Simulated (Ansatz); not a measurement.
**BaTi3Ni: relaxing a made-up structure**

Starting from a made-up structure for BaTi3Ni, the aim is the relaxed cell, its shortest contacts and, where a second run follows, its electronic structure.

Main program and level: Ansatz 0.2.0; DFT, PBE, plane-wave PAW, files of the set soft_1, scalar-relativistic, ferromagnetic start, cell and ions relaxed at zero pressure; PAW set soft_1.

### Step 1. Set-up

Symmetry: I-4m2, No. 119, tetragonal system. The conventional cell has a = 4.466 Å, b = 4.466 Å, c = 10.648 Å, α = 90.00°, β = 90.00°, γ = 90.00°. Ba has 12 Ti at 3.41 to 3.47 Å and 4 Ni at 3.47 Å nearest. Nearest to Ni lie 8 Ti at 2.62 to 3.16 Å and 4 Ba at 3.47 Å. Ti has 4 Ti at 2.62 Å and 4 Ni at 3.16 Å and 4 Ba at 3.47 Å nearest. Nearest to Ti lie 3 Ti at 2.57 to 2.62 Å and 2 Ni at 2.62 Å and 4 Ba at 3.41 Å. Farther neighbours are not listed.

Structure file:

```cif
data_structure
_symmetry_space_group_name_H-M 'P 1'
_symmetry_Int_Tables_number 1
_cell_length_a 6.1901
_cell_length_b 6.1901
_cell_length_c 6.1901
_cell_angle_alpha 137.709
_cell_angle_beta 137.709
_cell_angle_gamma 61.349
_cell_volume 106.19
loop_
_atom_site_label
_atom_site_type_symbol
_atom_site_fract_x
_atom_site_fract_y
_atom_site_fract_z
_atom_site_occupancy
Ba1 Ba 0.00000 0.00000 0.00000 1
Ni2 Ni 0.25000 0.75000 0.50000 1
Ti3 Ti 0.75000 0.25000 0.50000 1
Ti4 Ti 0.37920 0.37920 0.00000 1
Ti5 Ti 0.62080 0.62080 0.00000 1
```

### Step 2. Relaxation of the guess

The guessed cell has no reason to be at equilibrium. It is relaxed with the atoms, within the space group of the guess.

Contents of input.yaml:

```yaml
crystal:
  lattice:
    - [-2.233, 2.233, 5.324]
    - [2.233, -2.233, 5.324]
    - [2.233, 2.233, -5.324]
  atoms:
    - { symbol: Ba, position: [0.0, 0.0, 0.0] }
    - { symbol: Ni, position: [0.25, 0.75, 0.5], spin: 1.0 }
    - { symbol: Ti, position: [0.75, 0.25, 0.5], spin: 1.0 }
    - { symbol: Ti, position: [0.3792, 0.3792, 0.0], spin: 1.0 }
    - { symbol: Ti, position: [0.6208, 0.6208, 0.0], spin: 1.0 }
magnetization:
  spin_polarized: true
kpoints:
  mp_grid: { grid: [8, 8, 8] }
scf:
  occupations: { method: fermi_dirac, width: 0.05 }
hamiltonian:
  xc: pbe
  pseudopotentials: { kind: paw, azcp: { folder: soft_1 } }
relax:
  f_tol: 0.015
  max_steps: 70
  cell: {}
output:
  forces: true
  stress: true
```

The run is started by

```bash
$ ansatz run input.yaml --threads 4 --pin off --max-ram 8192MiB --backend cpu --events-out ev --progress --plain --runs-dir out
```

Numbers of over 12 decimals in the logs are rounded to 6 here.

Output:

```text
Engine: ansatz 0.2.0, aarch64-unknown-linux-gnu
Pseudopotentials: kind: paw
Pseudopotential: Ba, paw, valence charge 10, recommended cutoff 420 eV (normal), soft_1/Ba.paw.azcp
Pseudopotential: Ni, paw, valence charge 18, recommended cutoff 420 eV (normal), soft_1/Ni.paw.azcp
Pseudopotential: Ti, paw, valence charge 12, recommended cutoff 420 eV (normal), soft_1/Ti.paw.azcp
Functional definition: PBE
  parameter kappa = 0.804
  parameter beta = 0.066725
  exchange = pbe_x(kappa = kappa, mu = beta*pi^2/3)
  correlation = pbe_c(beta = beta)
Crystal: 5 atoms, lattice volume = 106.188 Å³
Basis set: ecut = 420 eV, 2097 PW (Γ), exchange–correlation on 90×90×90 points (8 copies of the dense FFT grid, shifted against one another)
Bands: 41, of which v1, the nominal top of the filled ones, is band 32 counted from 1 (31 counted from 0)
Symmetry: 8 space group operations
Space group: I-4m2 (ITA 119), of the structure as read, at distance tolerance 4.7e-5 Å
Magnetic group: BNS 119.315 (UNI 975), of the structure as read, at distance tolerance 4.7e-5 Å
k-points: 59 of 512 (time reversal used)
Non-local potential: Ba, projectors of the file, l = 0: 3, l = 1: 2, l = 2: 2, l = 3: 2
Non-local potential: Ni, projectors of the file, l = 0: 3, l = 1: 2, l = 2: 3, l = 3: 1
Non-local potential: Ti, projectors of the file, l = 0: 3, l = 1: 2, l = 2: 3, l = 3: 1
PAW form: soft (Blöchl's): semilocal exchange-correlation on the pseudo side does not see the compensation charge
PAW one-centre angular grid: Ba, 194 points (default); XC on 64 Gauss nodes
PAW one-centre angular grid: Ni, 590 points (default); XC on 64 Gauss nodes
PAW one-centre angular grid: Ti, 590 points (default); XC on 64 Gauss nodes
Initial density: superposition of atomic densities (chi_scale 0.1, normalization cell, long waves kept (reshape's long-wave potential 0.00 eV rms))
Starting moments: Σ|m| = 4 μB on 4 of 5 sites
Initial wavefunctions: pseudopotential atomic-orbital guess
Functional: x = pbe(κ = 0.804, μ = 0.219515), c = pbe(β = 0.066725)
SCF iter   1: F=—  HF=-19287.652918 eV  |F-HF|=—  |Δ(HF+E_count)|=         —  Δρ=1.08e-1 (↑1.08e-1 ↓7.81e-2)  dr2=3.30e1  dr2_m=4.07e-1  M=2.930 μB ∫|m|=3.006 μB  β_m=0.30  ethr=3.10e-3  ⟨swp⟩=6.0  Hψ=18104  notcnv=0
Mixer restart at iter 1: flushing history
preconditioner: auto → Kerker (q_TF=auto, 2.508 Å⁻¹)  [metal: Δε(μ)=0.003 eV  Ē_g=5.423 eV  σ=0.050 eV  W_gap=0.01  n_scr=32 (ndim 8)  ℏωp=19.7 eV  f_vac=0.000  D(μ)=7.48/eV (n_scr^D=78)]
spin=Collinear: Kerker preconditioning applied to the charge; magnetization (m = ρ↑ − ρ↓) channel mixes plain (no charge-response kernel on spin).
SCF iter   2: F=—  HF=-19283.646002 eV  |F-HF|=—  |Δ(HF+E_count)|=    4.01e0  Δρ=3.48e-2 (↑2.70e-2 ↓3.48e-2)  dr2=2.06e0  dr2_m=2.23e-1  M=2.866 μB ∫|m|=2.931 μB  β_m=0.28  ethr=3.10e-3  ⟨swp⟩=4.0  Hψ=13508  notcnv=0  defer=64
SCF iter   3: F=—  HF=-19283.921393 eV  |F-HF|=—  |Δ(HF+E_count)|=   2.75e-1  Δρ=1.87e-2 (↑1.87e-2 ↓1.61e-2)  dr2=9.20e-1  dr2_m=1.92e-1  M=2.777 μB ∫|m|=2.861 μB  β_m=0.51  ethr=3.10e-3  ⟨swp⟩=2.2  Hψ=10497  notcnv=0  defer=48
SCF iter   4: F=—  HF=-19284.841216 eV  |F-HF|=—  |Δ(HF+E_count)|=   9.20e-1  Δρ=2.43e-2 (↑6.37e-3 ↓2.43e-2)  dr2=4.64e-1  dr2_m=1.33e-1  M=2.459 μB ∫|m|=2.593 μB  β_m=0.56  ethr=1.44e-3  ⟨swp⟩=2.1  Hψ=7561  notcnv=0  defer=48
SCF iter   5: F=—  HF=-19285.304716 eV  |F-HF|=—  |Δ(HF+E_count)|=   4.63e-1  Δρ=1.29e-2 (↑2.01e-3 ↓1.29e-2)  dr2=1.45e-1  dr2_m=4.43e-2  M=2.196 μB ∫|m|=2.323 μB  β_m=0.74  ethr=7.26e-4  ⟨swp⟩=2.3  Hψ=7913  notcnv=0  defer=36
SCF iter   6: F=—  HF=-19285.358524 eV  |F-HF|=—  |Δ(HF+E_count)|=         —  Δρ=1.14e-2 (↑1.14e-2 ↓5.71e-3)  dr2=1.63e-1  dr2_m=1.87e-2  M=1.807 μB ∫|m|=1.933 μB  β_m=0.74  ethr=2.27e-4  ⟨swp⟩=3.0  Hψ=10498  notcnv=0  defer=36
Mixer restart at iter 6: flushing history
SCF iter   7: F=—  HF=-19285.435757 eV  |F-HF|=—  |Δ(HF+E_count)|=   7.72e-2  Δρ=1.20e-2 (↑1.02e-2 ↓1.20e-2)  dr2=2.80e-1  dr2_m=7.34e-3  M=1.717 μB ∫|m|=1.831 μB  β_m=0.51  ethr=2.27e-4  ⟨swp⟩=3.1  Hψ=10819  notcnv=0  defer=25
SCF iter   8: F=—  HF=-19285.378063 eV  |F-HF|=—  |Δ(HF+E_count)|=   5.77e-2  Δρ=4.10e-3 (↑4.10e-3 ↓2.80e-3)  dr2=1.51e-2  dr2_m=7.85e-3  M=1.681 μB ∫|m|=1.807 μB  β_m=0.57  ethr=2.27e-4  ⟨swp⟩=2.9  Hψ=10326  notcnv=0  defer=25
SCF iter   9: F=—  HF=-19285.383089 eV  |F-HF|=—  |Δ(HF+E_count)|=   5.03e-3  Δρ=2.67e-3 (↑2.67e-3 ↓2.47e-3)  dr2=3.99e-3  dr2_m=4.81e-3  M=1.512 μB ∫|m|=1.638 μB  β_m=0.85  ethr=2.36e-5  ⟨swp⟩=2.1  Hψ=7962  notcnv=0  defer=20
SCF iter  10: F=—  HF=-19285.388453 eV  |F-HF|=—  |Δ(HF+E_count)|=   5.36e-3  Δρ=3.23e-3 (↑3.23e-3 ↓2.97e-3)  dr2=1.78e-2  dr2_m=3.38e-3  M=1.325 μB ∫|m|=1.472 μB  β_m=0.20  ethr=6.23e-6  ⟨swp⟩=2.0  Hψ=9051  notcnv=0  defer=20
SCF iter  11: F=—  HF=-19285.388805 eV  |F-HF|=—  |Δ(HF+E_count)|=   3.51e-4  Δρ=1.85e-3 (↑1.60e-3 ↓1.85e-3)  dr2=1.53e-4  dr2_m=2.84e-3  M=1.186 μB ∫|m|=1.387 μB  β_m=0.73  ethr=6.23e-6  ⟨swp⟩=2.0  Hψ=9613  notcnv=0  defer=20
SCF iter  12: F=—  HF=-19285.393665 eV  |F-HF|=—  |Δ(HF+E_count)|=   4.86e-3  Δρ=1.86e-3 (↑6.71e-4 ↓1.86e-3)  dr2=4.44e-3  dr2_m=5.74e-4  M=0.804 μB ∫|m|=1.435 μB  β_m=0.73  ethr=2.39e-7  ⟨swp⟩=3.0  Hψ=11546  notcnv=0  defer=20
SCF iter  13: F=—  HF=-19285.394388 eV  |F-HF|=—  |Δ(HF+E_count)|=   7.22e-4  Δρ=7.99e-4 (↑4.19e-4 ↓7.99e-4)  dr2=9.67e-4  dr2_m=1.25e-4  M=0.728 μB ∫|m|=1.499 μB  β_m=0.78  ethr=2.39e-7  ⟨swp⟩=2.8  Hψ=10165  notcnv=0  defer=14
SCF iter  14: F=—  HF=-19285.394366 eV  |F-HF|=—  |Δ(HF+E_count)|=   2.14e-5  Δρ=3.36e-4 (↑3.36e-4 ↓1.92e-4)  dr2=6.00e-5  dr2_m=6.24e-5  M=0.746 μB ∫|m|=1.512 μB  β_m=0.89  ethr=2.39e-7  ⟨swp⟩=2.0  Hψ=8769  notcnv=0  defer=14
SCF iter  15: F=—  HF=-19285.394483 eV  |F-HF|=—  |Δ(HF+E_count)|=   1.17e-4  Δρ=2.44e-4 (↑2.44e-4 ↓2.09e-4)  dr2=1.21e-5  dr2_m=4.65e-5  M=0.707 μB ∫|m|=1.560 μB  β_m=0.95  ethr=9.38e-8  ⟨swp⟩=2.6  Hψ=8685  notcnv=0  defer=14
SCF iter  16: F=—  HF=-19285.394447 eV  |F-HF|=—  |Δ(HF+E_count)|=   3.68e-5  Δρ=4.71e-4 (↑3.98e-4 ↓4.71e-4)  dr2=1.70e-4  dr2_m=1.32e-4  M=0.781 μB ∫|m|=1.541 μB  β_m=0.81  ethr=1.90e-8  ⟨swp⟩=3.0  Hψ=10437  notcnv=0  defer=14  recentre
SCF iter  17: F=—  HF=-19285.394514 eV  |F-HF|=—  |Δ(HF+E_count)|=   6.71e-5  Δρ=1.99e-4 (↑1.99e-4 ↓1.77e-4)  dr2=4.11e-5  dr2_m=2.35e-5  M=0.718 μB ∫|m|=1.575 μB  β_m=0.86  ethr=1.90e-8  ⟨swp⟩=3.0  Hψ=10481  notcnv=0  defer=13
SCF iter  18: F=—  HF=-19285.394531 eV  |F-HF|=—  |Δ(HF+E_count)|=   1.76e-5  Δρ=6.20e-5 (↑6.20e-5 ↓6.17e-5)  dr2=9.28e-7  dr2_m=3.44e-6  M=0.733 μB ∫|m|=1.597 μB  β_m=0.93  ethr=1.90e-8  ⟨swp⟩=2.1  Hψ=8282  notcnv=0  defer=13
[...]
SCF iter  13: F=—  HF=-19285.968675 eV  |F-HF|=—  |Δ(HF+E_count)|=   5.31e-8  Δρ=7.93e-6 (↑7.93e-6 ↓7.16e-6)  dr2=1.77e-7  dr2_m=2.71e-9  M=1.067 μB ∫|m|=1.162 μB  β_m=0.99  ethr=7.61e-10  ⟨swp⟩=1.9  Hψ=5449  notcnv=0  defer=27
SCF iter  14: F=-19285.968675 eV  HF=-19285.968675 eV  |F-HF|=2.44e-8  |Δ(HF+E_count)|=   5.37e-9  Δρ=1.99e-6 (↑1.99e-6 ↓1.80e-6)  dr2=2.53e-8  dr2_m=2.12e-10  M=1.067 μB ∫|m|=1.161 μB  ethr=2.77e-10  ⟨swp⟩=2.0  Hψ=14783  notcnv=0
SCF 3 converged in 14 iterations: F = -19285.968675 eV  dr2 = 2.53e-8
relax step   3: F+E_penalty+E_count = -19285.96867515 eV  Δ(F+E_penalty+E_count) = -2.393e-1 eV  max|allowed force component| = 8.620e-2 eV/Å  Δτ_max = 0.1954 Å  P = +0.819 GPa  Ω = 112.045 Å³  energy of the carried Pulay correction = -1.252e-3 eV  (14 SCF iters, dr2 threshold 5.00e-7 eV, accepted)
[...]
relax step   4: F+E_penalty+E_count = -19286.00337516 eV  Δ(F+E_penalty+E_count) = -3.470e-2 eV  max|allowed force component| = 1.532e-2 eV/Å  Δτ_max = 0.0279 Å  P = +0.492 GPa  Ω = 113.592 Å³  energy of the carried Pulay correction = -1.571e-3 eV  (10 SCF iters, dr2 threshold 5.00e-7 eV, accepted)
[...]
relax step   5: F+E_penalty+E_count = -19286.02900545 eV  Δ(F+E_penalty+E_count) = -2.563e-2 eV  max|allowed force component| = 1.381e-2 eV/Å  Δτ_max = 0.0154 Å  P = -0.035 GPa  Ω = 115.592 Å³  energy of the carried Pulay correction = -1.978e-3 eV  (11 SCF iters, dr2 threshold 5.00e-7 eV, accepted)
[...]
relax step   6: F+E_penalty+E_count = -19286.02916934 eV  Δ(F+E_penalty+E_count) = -1.639e-4 eV  max|allowed force component| = 1.676e-3 eV/Å  Δτ_max = 0.0035 Å  P = -0.023 GPa  Ω = 115.441 Å³  energy of the carried Pulay correction = -1.947e-3 eV  (10 SCF iters, dr2 threshold 1.90e-8 eV, accepted)
[...]
relax step   7: F+E_penalty+E_count = -19286.03204674 eV  Δ(F+E_penalty+E_count) = -2.877e-3 eV  max|allowed force component| = 1.354e-3 eV/Å  Δτ_max = 0.0000 Å  P = +0.011 GPa  Ω = 115.441 Å³  stress off target by 7.84e-2 GPa  SCF on the basis re-selected at this cell (its energy is not comparable with the rows above)  (15 SCF iters)
[...]
relax step   8: F+E_penalty+E_count = -19286.03213175 eV  Δ(F+E_penalty+E_count) = -8.501e-5 eV  max|allowed force component| = 2.267e-3 eV/Å  Δτ_max = 0.0004 Å  P = +0.006 GPa  Ω = 115.473 Å³  energy of the carried Pulay correction = +7.482e-7 eV  (10 SCF iters, dr2 threshold 1.54e-8 eV, accepted)
iter 1 solved again at ethr=2.25e-7 eV; its pass at ethr=3.10e-3 eV (dr2=1.44e-4 eV) is discarded
SCF iter   1: F=—  HF=-19286.031987 eV  |F-HF|=—  |Δ(HF+E_count)|=         —  Δρ=4.45e-5 (↑4.45e-5 ↓4.45e-5)  dr2=1.92e-7  dr2_m=2.51e-10  M=0.775 μB ∫|m|=0.864 μB  β_m=0.65  ethr=2.25e-7  ⟨swp⟩=3.0  Hψ=29532  notcnv=0
preconditioner: auto → Kerker (q_TF=auto, 1.933 Å⁻¹)  [metal: Δε(μ)=0.016 eV  Ē_g=5.119 eV  σ=0.050 eV  W_gap=0.08  n_scr=10 (ndim 8)  ℏωp=18.9 eV  f_vac=0.000  D(μ)=5.57/eV (n_scr^D=44)]
spin=Collinear: Kerker preconditioning applied to the charge; magnetization (m = ρ↑ − ρ↓) channel mixes plain (no charge-response kernel on spin).
SCF iter   2: F=—  HF=-19286.032124 eV  |F-HF|=—  |Δ(HF+E_count)|=   1.37e-4  Δρ=1.58e-5 (↑1.58e-5 ↓1.58e-5)  dr2=2.40e-8  dr2_m=2.61e-11  M=0.775 μB ∫|m|=0.864 μB  β_m=0.65  ethr=2.99e-10  ⟨swp⟩=2.0  Hψ=8509  notcnv=0
SCF iter   3: F=—  HF=-19286.032133 eV  |F-HF|=—  |Δ(HF+E_count)|=   8.81e-6  Δρ=3.24e-7 (↑3.04e-7 ↓3.24e-7)  dr2=1.67e-10  dr2_m=9.78e-12  M=0.775 μB ∫|m|=0.864 μB  β_m=0.69  ethr=3.75e-11  ⟨swp⟩=2.0  Hψ=6337  notcnv=0
SCF iter   4: F=—  HF=-19286.032133 eV  |F-HF|=—  |Δ(HF+E_count)|=   2.31e-8  Δρ=3.26e-7 (↑3.26e-7 ↓2.80e-7)  dr2=2.32e-10  dr2_m=4.81e-12  M=0.775 μB ∫|m|=0.864 μB  β_m=0.69  ethr=1.00e-12  ⟨swp⟩=2.0  Hψ=6553  notcnv=0
SCF iter   5: F=—  HF=-19286.032133 eV  |F-HF|=—  |Δ(HF+E_count)|=  2.18e-11  Δρ=6.99e-8 (↑6.99e-8 ↓6.55e-8)  dr2=1.36e-11  dr2_m=2.90e-12  M=0.775 μB ∫|m|=0.864 μB  β_m=0.77  ethr=1.00e-12  ⟨swp⟩=2.0  Hψ=5581  notcnv=0
SCF iter   6: F=—  HF=-19286.032133 eV  |F-HF|=—  |Δ(HF+E_count)|=  1.09e-11  Δρ=7.58e-8 (↑7.58e-8 ↓5.54e-8)  dr2=1.23e-11  dr2_m=1.37e-12  M=0.775 μB ∫|m|=0.864 μB  β_m=0.88  ethr=1.00e-12  ⟨swp⟩=1.0  Hψ=4838  notcnv=0
SCF iter   7: F=-19286.032133 eV  HF=-19286.032133 eV  |F-HF|=2.91e-11  |Δ(HF+E_count)|=  1.46e-11  Δρ=5.65e-8 (↑5.65e-8 ↓4.35e-8)  dr2=2.54e-11  dr2_m=9.50e-14  M=0.775 μB ∫|m|=0.864 μB  ethr=1.00e-12  ⟨swp⟩=2.9  Hψ=14291  notcnv=0
SCF 9 converged in 7 iterations: F = -19286.032133 eV  dr2 = 2.54e-11
relax step   9: F+E_penalty+E_count = -19286.03213311 eV  Δ(F+E_penalty+E_count) = -1.361e-6 eV  max|allowed force component| = 2.234e-3 eV/Å  Δτ_max = 0.0000 Å  P = +0.006 GPa  Ω = 115.473 Å³  stress off target by 7.80e-3 GPa  SCF on the basis re-selected at this cell (its energy is not comparable with the rows above)  (7 SCF iters)
basis re-selected at this cell: Δ(F+E_penalty+E_count) = -1.361e-6 eV, ΔP = -0.000 GPa vs the last step (what re-selecting the basis moved, of the pressure what is left beyond the Pulay correction that the steps carried, after the strain that the cell walked since its last selection, with what the two solves' SCF thresholds leave and, on support functions, any second-order correction that the steps lacked; it is no m [...]
SCF converged after 7 iterations
Magnetization: 0.7746 μB (32.3873 up, 31.6127 down)
Absolute magnetization: 0.8714 μB (∫|ρ↑−ρ↓|, with the PAW one-centre terms)
Spin contamination: 0.0793 ħ² per cell (⟨S²⟩ above its minimum at these occupations)
Per-site moments (μB) at R_I (Å): [(0.022013, 1.497273), (-0.017395, 1.028338), (0.00297618, 1.028338), (0.207659, 1.028338), (0.207659, 1.028338)]
Free energy (F): -19286.032133 eV
Harris-Foulkes:  -19286.032133 eV  (|F-HF|=2.91e-11)
Internal energy: -19285.984812 eV  (E = F + TS)
E sigma→0 (E₀):  -19286.008472 eV
Entropy (-TS):   -0.047321 eV (-9.464 meV/atom)
Fermi energy:    10.656442 eV
--- Per-component energies (eV) ---
  E_band       = -1010.137052
  E_kinetic    = 1349.393189
  E_local      = -8785.940180  (includes V_loc(G=0)·N_el)
  E_nonlocal   = 162.108110
  E_hartree    = 4070.689525
  E_xc         = -657.625500
  E_vxc        = -707.594803  (∫ρ·V_xc dr)
  E_paw        = -9982.396230  (= ΣΔE_a)
  E_vpaw       = -1169.482800  (= ΣTr[D̂ρ^β])
  E_aug_tail   = 0.000689  (compensation charges beyond the density's cutoff)
  E_ewald      = -5442.214414
  E_smearing   = -0.047321  (= −TS)
  E_closure    = -0.000000  (closes the sum)
  Σ components = -19286.032133   (vs F -19286.032133, Δ=0.00e0)
--- Forces (eV/Å), atoms counted from 1 ---
  atom   1  Ba    -0.00000000     0.00000000    -0.00000000
  atom   2  Ni     0.00000000     0.00000000     0.00000000
  atom   3  Ti     0.00000000     0.00000000     0.00000000
  atom   4  Ti    -0.00000000     0.00000000    -0.00223428
  atom   5  Ti    -0.00000000     0.00000000     0.00223428
  max |Σ_I F_I| component: 5.90e-17 eV/Å
--- Stress (GPa, compression-positive) ---
        0.007796       0.000000      -0.000000
        0.000000       0.007796       0.000000
       -0.000000       0.000000       0.003397
  P = ⅓ Tr σ = 0.0063 GPa (0.063 kbar)
--- Relaxed structure (7 steps of the walk, 7 accepted, 2 SCFs on fresh bases) ---
  F+E_penalty+E_count = -19286.03213311 eV   max|allowed force component| = 2.234e-3 eV/Å   (the final SCF, on the basis selected at the relaxed cell)
  cell:  # Å, volume = 115.4728 Å³
    - [-2.234639, 2.234639, 5.781031]
    - [2.234639, -2.234639, 5.781031]
    - [2.234639, 2.234639, -5.781031]
  atoms:
    - { symbol: Ba, position: [-5.131835977955431e-19, -5.131835977955418e-19, 0] }
    - { symbol: Ni, position: [0.25, 0.750000, 0.500000] }
    - { symbol: Ti, position: [0.750000, 0.25, 0.500000] }
    - { symbol: Ti, position: [0.345576, 0.345576, 3.137329165257567e-19] }
    - { symbol: Ti, position: [0.654424, 0.654424, -5.844762729749832e-18] }
```

Elapsed: 2.9 min, on 4 threads of Arm Neoverse V2, shared host; peak memory 0.77 GiB; 11 min of CPU time.

The steps of the relaxation:

| step | energy less that of the first step (eV) | largest force component (eV/Å) | pressure (GPa) | volume (Å³) |
| --- | --- | --- | --- | --- |
| 1 | 0.0000 | 1.5677 | 1.37 | 106.19 |
| 2 | -0.3348 | 1.0548 | 0.18 | 109.83 |
| 3 | -0.5741 | 0.0862 | 0.82 | 112.05 |
| 4 | -0.6088 | 0.0153 | 0.49 | 113.59 |
| 5 | -0.6345 | 0.0138 | -0.04 | 115.59 |
| 6 | -0.6346 | 0.0017 | -0.02 | 115.44 |
| 7* | -0.6375 | 0.0014 | 0.01 | 115.44 |
| 8 | -0.6376 | 0.0023 | 0.01 | 115.47 |
| 9* | -0.6376 | 0.0022 | 0.01 | 115.47 |

Relaxation steps marked * repeat the geometry before them on a plane-wave basis chosen anew for their cell, so energy and pressure can jump there.

Forces are held to the 8 operations that the run works with; a distortion that breaks them can't arise in this run.

| conventional cell, symmetrised | before | after | change |
| --- | --- | --- | --- |
| a (Å) | 4.466 | 4.469 | +0.1 % |
| b (Å) | 4.466 | 4.469 | +0.1 % |
| c (Å) | 10.648 | 11.562 | +8.6 % |
| volume (Å³/atom) | 21.24 | 23.09 | +8.7 % |

The atoms that moved most (Å, as changes of fractional coordinates times the final cell):

| atom | dx | dy | dz | length |
| --- | --- | --- | --- | --- |
| Ti4 | 0.000 | 0.000 | -0.389 | 0.389 |
| Ti5 | 0.000 | 0.000 | 0.389 | 0.389 |

Final coordinates:

```xyz
5
Lattice="-2.2346 2.2346 5.7810 2.2346 -2.2346 5.7810 2.2346 2.2346 -5.7810" Properties=species:S:1:pos:R:3 pbc="T T T"
Ba    0.0000    0.0000    0.0000
Ni    2.2346    0.0000    2.8905
Ti    0.0000    2.2346    2.8905
Ti    0.0000    0.0000    3.9956
Ti    0.0000    0.0000    7.5665
```

Numbers from this step:

```
free energy             : -19286.0321 eV
energy at zero smearing : -19286.0085 eV
smearing term TS        : 0.04732 eV
Fermi energy            : 10.66 eV
magnetization           : 0.7746 μB
absolute magnetization  : 0.8714 μB
site moments            : 0.02201, -0.01739, 0.002976, 0.2077, 0.2077 μB
electrons               : 64
symmetry operations     : 8
pressure                : 0.006330 GPa
```

Site moment by atom:

| atom | site moment (μB) |
| --- | --- |
| Ba1 | 0.022 |
| Ni2 | -0.017 |
| Ti3 | 0.003 |
| Ti4 | 0.208 |
| Ti5 | 0.208 |

The shortest distance of each pair, which need not be the same contact before and after:

| pair | guess (Å) | relaxed (Å) |
| --- | --- | --- |
| Ni–Ti | 2.623 | 2.493 |
| Ti–Ti | 2.573 | 2.493 |
| Ba–Ti | 3.410 | 3.630 |
| Ba–Ni | 3.475 | 3.654 |
| Ba–Ba | 4.466 | 4.469 |

The relaxation ends with a largest force component of 0.0022 eV/Å and a pressure of 0.01 GPa.

### Step 3. What came out

| Property | Result |
| --- | --- |
| space group, relaxed | I-4m2 |
| conventional cell | a = 4.469, b = 4.469, c = 11.562 Å; α = 90.0°, β = 90.0°, γ = 90.0° |
| volume per atom | 23.09 Å³ (guess 21.24) |
| total moment | 0.77 μB in the cell of 5 atoms |

BaTi3Ni relaxes to I-4m2 with a = 4.469, b = 4.469 and c = 11.562 Å. The guessed volume was 8 % too small. The space group I-4m2 was held in the relaxation, so the end point is a stationary structure within it and may be a saddle against distortions or other arrangements. The input starts from parallel moments, and no other start was typed. Mesh and cutoff weren't tested. Spin-orbit coupling is left out, which can matter for elements this heavy. No dispersion term is used, so weakly bound directions may come out too long. Nothing here tests whether the compound is stable against decomposition.

[Logs are printed without paths, hosts, clocks, repeated set-up lines and the standing remarks that a program may print on its own settings, such as how far it seeks lower states.]

[Hosts, paths, dates, database ids (printed as entryN), source tags and the programs' standing remarks are cut or masked in the printed files.]
